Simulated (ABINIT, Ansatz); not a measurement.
**Tc (P6_3/mmc): phonons by linear response**

How does Tc (P6_3/mmc) vibrate, and is this structure a minimum?

Main program and level: ABINIT 10.8.3; DFT PBE, scalar-relativistic, plane waves, PseudoDojo norm-conserving pseudopotentials.

### 1. The starting structure

The structure is hexagonal, space group P6_3/mmc (No. 194). Conventional cell: a = 2.740 Å, b = 2.740 Å, c = 4.398 Å, α = 90.00°, β = 90.00°, γ = 120.00°. Nearest to Tc lie 12 Tc at 2.71 to 2.74 Å.

Structure file:

```cif
data_structure
_symmetry_space_group_name_H-M 'P 1'
_symmetry_Int_Tables_number 1
_cell_length_a 2.7400
_cell_length_b 2.7400
_cell_length_c 4.3980
_cell_angle_alpha 90.000
_cell_angle_beta 90.000
_cell_angle_gamma 120.000
_cell_volume 28.59
loop_
_atom_site_label
_atom_site_type_symbol
_atom_site_fract_x
_atom_site_fract_y
_atom_site_fract_z
_atom_site_occupancy
Tc1 Tc 0.33333 0.66667 0.25000 1
Tc2 Tc 0.66667 0.33333 0.75000 1
```

### 2. A first look

A first run with smearing and empty bands tells whether the crystal has a gap, which decides between fixed occupations and smearing later on.

probe.abi reads:

```
# ground state
tolvrs 1.0d-08
prtden 1
prtwf 1

# basis, mesh and filling
ecut 38.0
ngkpt 9 9 4
nshiftk 1
shiftk 0.0 0.0 0.0
istwfk *1
occopt 7
tsmear 0.005
nband 23
nstep 100
diemac 9.0
prtebands 0
prtgsr 0

# cell and atoms
acell 5.177849582 5.177849582 8.311015496
rprim 
    1.0 0.0 0.0
    -0.5 0.8660254038 0.0
    0.0 0.0 1.0
ntypat 1
znucl 43
natom 2
typat 1 1
xred 
    1/3 2/3 0.25
    2/3 1/3 0.75
pp_dirpath "./pseudo"
pseudos "Tc.upf"
```

Launch:

```sh
$ OMP_NUM_THREADS=1 mpirun -n 16 abinit probe.abi > probe.log
```

Numbers of over 12 decimals in the logs are rounded to 6 here.

probe.abo, the main output file:

```text
[banners, grids, parts of the stress and lines that vanish by symmetry left out]
- input  file    -> probe.abi
- output file    -> probe.abo
- root for input  files -> probei
[...]
Symmetries : space group P6_3/m m c (#194); Bravais hP (primitive hexag.)
[...]
mpw =        2196          nfft =       43200          nkpt =          36
[...]
== DATASET  1 ==================================================================
[...]
-    --> not optimal distribution: autoparal keyword recommended in input file <--
[...]
cutoff_energies: {ecut:  38.0, pawecutdg:  -1.0, }
[...]
ETOT  1  -169.60191416886    -1.696E+02 1.713E-01 4.646E+01
 ETOT  2  -169.68616281113    -8.425E-02 1.654E-02 2.528E+01
 ETOT  3  -169.69370276846    -7.540E-03 2.186E-03 1.390E-02
 ETOT  4  -169.69370918114    -6.413E-06 3.238E-03 3.015E-04
 ETOT  5  -169.69370927568    -9.454E-08 1.378E-03 3.744E-05
 ETOT  6  -169.69370928999    -1.431E-08 1.432E-03 3.270E-08
 ETOT  7  -169.69370929000    -9.550E-12 4.586E-04 1.033E-10
 At SCF step    7       vres2   =  1.03E-10 < tolvrs=  1.00E-08 =>converged.
[...]
sigma(1 1)= -1.29163025E-04  sigma(3 2)=  0.00000000E+00
  sigma(2 2)= -1.29163026E-04  sigma(3 1)=  0.00000000E+00
  sigma(3 3)= -1.17265969E-05  sigma(2 1)=  0.00000000E+00
[...]
convergence: {deltae: -9.550E-12, res2:  1.033E-10, residm:  4.586E-04, diffor: null, }
etotal    :  -1.69693709E+02
[...]
sigma(1 1)= -1.29163025E-04  sigma(3 2)=  0.00000000E+00
  sigma(2 2)= -1.29163026E-04  sigma(3 1)=  0.00000000E+00
  sigma(3 3)= -1.17265969E-05  sigma(2 1)=  0.00000000E+00
[...]
- sigma(1 1)= -3.80010739E+00  sigma(3 2)=  0.00000000E+00
- sigma(2 2)= -3.80010741E+00  sigma(3 1)=  0.00000000E+00
- sigma(3 3)= -3.45008391E-01  sigma(2 1)=  0.00000000E+00
[...]
fcart     -1.5600946960E-28 -3.3026440065E-28  6.3278340703E-32
           strten     -1.2916302476E-04 -1.2916302567E-04 -1.1726596860E-05
================================================================================

[key lines of the parts left out:]
pressure_GPa:   2.6484E+00
```

Wall time 5.1 s (16 MPI ranks of Arm Neoverse V2, shared host).

Numbers from this step:

- volume per atom: 14.30 Å³
- pressure: 2.648 GPa
- gap on the k-mesh: 0 eV

No gap opens on this mesh, so smearing is kept; the printed pressure holds the stress of the finite basis too.

### 3. Relaxation

The harmonic expansion needs vanishing forces, and a free crystal bears no stress, so cell and atoms are brought to rest. Stress is more sensitive to the basis than forces are: the last 3 Ha under the cutoff are smoothed with ecutsm, and the cutoff is raised above that of the later runs.

relax.abi reads:

```
# relaxation
ionmov 2
optcell 2
dilatmx 1.08
ntime 40
tolmxf 1.0d-05
tolvrs 1.0d-14
prtwf 0
prtden 0
chksymtnons 0

# basis, mesh and filling
ecut 47.0
ecutsm 3.0
ngkpt 12 12 6
nshiftk 1
shiftk 0.0 0.0 0.0
istwfk *1
occopt 7
tsmear 0.01
nband 23
nstep 100
diemac 1000000.0
prtebands 0
prtgsr 0

# cell and atoms
acell 5.177849582 5.177849582 8.311015496
rprim 
    1.0 0.0 0.0
    -0.5 0.8660254038 0.0
    0.0 0.0 1.0
ntypat 1
znucl 43
natom 2
typat 1 1
xred 
    1/3 2/3 0.25
    2/3 1/3 0.75
pp_dirpath "./pseudo"
pseudos "Tc.upf"
```

Launch:

```sh
$ OMP_NUM_THREADS=1 mpirun -n 16 abinit relax.abi > relax.log
```

relax.abo, the main output file:

```text
[banners, grids, parts of the stress and lines that vanish by symmetry left out]
- input  file    -> relax.abi
- output file    -> relax.abo
- root for input  files -> relaxi
[...]
Symmetries : space group P6_3/m m c (#194); Bravais hP (primitive hexag.)
[...]
mpw =        3771          nfft =       77760          nkpt =          76
[...]
== DATASET  1 ==================================================================
[...]
cutoff_energies: {ecut:  47.0, pawecutdg:  -1.0, }
[...]
ETOT  1  -169.60153575145    -1.696E+02 1.482E-01 7.911E+01
 ETOT  2  -169.69006223453    -8.853E-02 2.397E-02 3.291E+01
 ETOT  3  -169.69548757825    -5.425E-03 7.113E-03 6.144E-03
 ETOT  4  -169.69549134572    -3.767E-06 2.633E-03 1.996E-04
 ETOT  5  -169.69549137977    -3.405E-08 1.164E-03 1.054E-05
[...]
At SCF step    9       vres2   =  1.53E-15 < tolvrs=  1.00E-14 =>converged.
[...]
sigma(1 1)= -1.35162163E-04  sigma(3 2)=  0.00000000E+00
  sigma(2 2)= -1.35162164E-04  sigma(3 1)=  0.00000000E+00
  sigma(3 3)= -7.89313820E-05  sigma(2 1)=  0.00000000E+00
[...]
convergence: {deltae: -1.592E-12, res2:  1.529E-15, residm:  5.259E-04, diffor: null, }
etotal    :  -1.69695491E+02
[...]
ETOT  1  -169.69423023744    -1.697E+02 2.971E-04 8.881E+00
[...]
At SCF step    9       vres2   =  4.43E-16 < tolvrs=  1.00E-14 =>converged.
[...]
sigma(1 1)= -2.07214736E-05  sigma(3 2)=  0.00000000E+00
  sigma(2 2)= -2.07214745E-05  sigma(3 1)=  0.00000000E+00
  sigma(3 3)=  1.75546228E-05  sigma(2 1)=  0.00000000E+00
[...]
convergence: {deltae: -7.105E-13, res2:  4.432E-16, residm:  1.681E-05, diffor: null, }
etotal    :  -1.69695627E+02
[...]
ETOT  1  -169.69560450337    -1.697E+02 2.292E-03 1.666E-01
[...]
At SCF step    8       vres2   =  1.45E-15 < tolvrs=  1.00E-14 =>converged.
[...]
sigma(1 1)= -5.68527926E-06  sigma(3 2)=  0.00000000E+00
  sigma(2 2)= -5.68528015E-06  sigma(3 1)=  0.00000000E+00
  sigma(3 3)=  1.82707086E-05  sigma(2 1)=  0.00000000E+00
[...]
convergence: {deltae: -4.263E-13, res2:  1.451E-15, residm:  2.547E-06, diffor: null, }
etotal    :  -1.69695633E+02
[...]
ETOT  1  -169.69560770297    -1.697E+02 1.204E-04 1.613E-01
[...]
At SCF step    8       vres2   =  8.78E-16 < tolvrs=  1.00E-14 =>converged.
[...]
sigma(1 1)=  2.38771238E-06  sigma(3 2)=  0.00000000E+00
  sigma(2 2)=  2.38771149E-06  sigma(3 1)=  0.00000000E+00
  sigma(3 3)=  7.35044976E-06  sigma(2 1)=  0.00000000E+00
[...]
convergence: {deltae:  1.108E-12, res2:  8.782E-16, residm:  3.739E-07, diffor: null, }
etotal    :  -1.69695636E+02
[...]
ETOT  1  -169.69563328132    -1.697E+02 2.701E-03 1.731E-02
[...]
At SCF step    8       vres2   =  1.52E-16 < tolvrs=  1.00E-14 =>converged.
[...]
sigma(1 1)=  1.06960525E-06  sigma(3 2)=  0.00000000E+00
  sigma(2 2)=  1.06960435E-06  sigma(3 1)=  0.00000000E+00
  sigma(3 3)=  1.28141379E-06  sigma(2 1)=  0.00000000E+00
[...]
convergence: {deltae: -5.116E-13, res2:  1.521E-16, residm:  3.871E-07, diffor: null, }
etotal    :  -1.69695636E+02
[...]
ETOT  1  -169.69563597112    -1.697E+02 1.127E-06 9.357E-04
[...]
At SCF step    7       vres2   =  6.36E-15 < tolvrs=  1.00E-14 =>converged.
[...]
sigma(1 1)=  1.12556625E-07  sigma(3 2)=  0.00000000E+00
  sigma(2 2)=  1.12555732E-07  sigma(3 1)=  0.00000000E+00
  sigma(3 3)=  3.09552209E-08  sigma(2 1)=  0.00000000E+00
[...]
convergence: {deltae:  0.000E+00, res2:  6.362E-15, residm:  9.475E-08, diffor: null, }
etotal    :  -1.69695636E+02
[...]
ETOT  1  -169.69563611578    -1.697E+02 9.774E-08 7.822E-06
[...]
ETOT  5  -169.69563611707     9.663E-13 3.608E-07 3.500E-12
 ETOT  6  -169.69563611707     2.558E-13 9.107E-08 7.143E-15
 At SCF step    6       vres2   =  7.14E-15 < tolvrs=  1.00E-14 =>converged.
[...]
sigma(1 1)=  3.96706233E-09  sigma(3 2)=  0.00000000E+00
  sigma(2 2)=  3.96616919E-09  sigma(3 1)=  0.00000000E+00
  sigma(3 3)= -3.66638379E-09  sigma(2 1)=  0.00000000E+00
[...]
convergence: {deltae:  2.558E-13, res2:  7.143E-15, residm:  9.107E-08, diffor: null, }
etotal    :  -1.69695636E+02
[...]
At Broyd/MD step   7, gradients are converged :
[...]
sigma(1 1)=  3.96706233E-09  sigma(3 2)=  0.00000000E+00
  sigma(2 2)=  3.96616919E-09  sigma(3 1)=  0.00000000E+00
  sigma(3 3)= -3.66638379E-09  sigma(2 1)=  0.00000000E+00
[...]
- sigma(1 1)=  1.16715003E-04  sigma(3 2)=  0.00000000E+00
- sigma(2 2)=  1.16688726E-04  sigma(3 1)=  0.00000000E+00
- sigma(3 3)= -1.07868735E-04  sigma(2 1)=  0.00000000E+00
[...]
fcart      5.1717993132E-29  2.9859397256E-29 -5.0607558820E-31
           strten      3.9670623279E-09  3.9661691882E-09 -3.6663837903E-09
================================================================================

[key lines of the parts left out:]
pressure_GPa:  -4.1845E-05
Total energy (etotal) [Ha]= -1.69695636117075E+02
```

Run time: 76 s. Hardware: 16 MPI ranks.

Relaxation path:

```
step  energy less that of the first step (eV)  largest force (eV/Å)  volume (Å³)
   1                                   0.0000                0.0000        28.59
   2                                  -0.0037                0.0000        28.90
   3                                  -0.0038                0.0000        28.93
   4                                  -0.0039                0.0000        28.93
   5                                  -0.0039                0.0000        28.92
   6                                  -0.0039                0.0000        28.92
   7                                  -0.0039                0.0000        28.92
```

```
conventional cell, symmetrised  before  after  change
                         a (Å)   2.740  2.755  +0.6 %
                         b (Å)   2.740  2.755  +0.6 %
                         c (Å)   4.398  4.399  +0.0 %
              volume (Å³/atom)   14.30  14.46  +1.1 %
```

Final coordinates:

```xyz
2
Lattice="2.7551 0.0000 0.0000 -1.3776 2.3860 0.0000 0.0000 0.0000 4.3993" Properties=species:S:1:pos:R:3 pbc="T T T"
Tc    0.0000    1.5907    1.0998
Tc    1.3776    0.7953    3.2995
```

This step gave:

| Item | Value |
| --- | --- |
| volume per atom | 14.46 Å³ |
| pressure | -4.18e-5 GPa |

The volume changes by +1.1 % in this run and stands +1.1 % from the first cell.

### 4. Ground state

The response is built on these wavefunctions, so the potential is converged far more tightly than an energy would need. Smearing stays on, as the first look found no gap above 0.3 eV.

gs.abi reads:

```
# ground state
tolvrs 1.0d-16
prtden 1
prtwf 1

# basis, mesh and filling
ecut 38.0
ngkpt 12 12 6
nshiftk 1
shiftk 0.0 0.0 0.0
istwfk *1
occopt 7
tsmear 0.01
nband 23
nstep 100
diemac 1000000.0
prtebands 0
prtgsr 0

# cell and atoms
acell 5.206399282 5.206399282 8.313497547
rprim 
    1.0 0.0 0.0
    -0.5 0.8660254038 0.0
    0.0 0.0 1.0
ntypat 1
znucl 43
natom 2
typat 1 1
xred 
    1/3 2/3 0.25
    2/3 1/3 0.75
pp_dirpath "./pseudo"
pseudos "Tc.upf"
```

Launch:

```sh
$ OMP_NUM_THREADS=1 mpirun -n 16 abinit gs.abi > gs.log
```

gs.abo, the main output file:

```text
[banners, grids, parts of the stress and lines that vanish by symmetry left out]
- input  file    -> gs.abi
- output file    -> gs.abo
- root for input  files -> gsi
[...]
Symmetries : space group P6_3/m m c (#194); Bravais hP (primitive hexag.)
[...]
mpw =        2204          nfft =       43200          nkpt =          76
[...]
== DATASET  1 ==================================================================
[...]
cutoff_energies: {ecut:  38.0, pawecutdg:  -1.0, }
[...]
ETOT  1  -169.60646943555    -1.696E+02 2.021E-01 4.559E+01
 ETOT  2  -169.68929065605    -8.282E-02 1.843E-02 2.031E+01
 ETOT  3  -169.69536968807    -6.079E-03 6.815E-03 9.739E-03
 ETOT  4  -169.69537524357    -5.556E-06 5.578E-03 1.480E-04
 ETOT  5  -169.69537528751    -4.394E-08 1.803E-03 2.708E-06
[...]
ETOT  9  -169.69537528850     1.620E-12 3.833E-04 1.248E-15
 ETOT 10  -169.69537528850     2.558E-13 4.575E-04 2.143E-17
 At SCF step   10       vres2   =  2.14E-17 < tolvrs=  1.00E-16 =>converged.
[...]
sigma(1 1)=  2.08082937E-05  sigma(3 2)=  0.00000000E+00
  sigma(2 2)=  2.08082928E-05  sigma(3 1)=  0.00000000E+00
  sigma(3 3)=  2.10118566E-05  sigma(2 1)=  0.00000000E+00
[...]
convergence: {deltae:  2.558E-13, res2:  2.143E-17, residm:  4.575E-04, diffor: null, }
etotal    :  -1.69695375E+02
[...]
sigma(1 1)=  2.08082937E-05  sigma(3 2)=  0.00000000E+00
  sigma(2 2)=  2.08082928E-05  sigma(3 1)=  0.00000000E+00
  sigma(3 3)=  2.10118566E-05  sigma(2 1)=  0.00000000E+00
[...]
- sigma(1 1)=  6.12201136E-01  sigma(3 2)=  0.00000000E+00
- sigma(2 2)=  6.12201109E-01  sigma(3 1)=  0.00000000E+00
- sigma(3 3)=  6.18190165E-01  sigma(2 1)=  0.00000000E+00
[...]
fcart     -1.0343598627E-28 -5.9718794514E-29  6.3259448526E-32
           strten      2.0808293660E-05  2.0808292766E-05  2.1011856623E-05
================================================================================

[key lines of the parts left out:]
pressure_GPa:  -6.1420E-01
```

It took 9.2 s on 16 MPI ranks.

This step gave:

- pressure: -0.6142 GPa

The cell stands at -0.61 GPa: the relaxation ran with a smoothed and higher cutoff, and the difference is a stress of the finite basis.

(Continued in part 2 of 4.)

[Host names and launcher messages were left out of these logs when they were recorded.]

[Logs are printed without paths, hosts, clocks, repeated set-up lines and the standing remarks that a program may print on its own settings, such as how far it seeks lower states.]

[Hosts, paths, dates, database ids (printed as entryN), source tags and the programs' standing remarks are cut or masked in the printed files.]
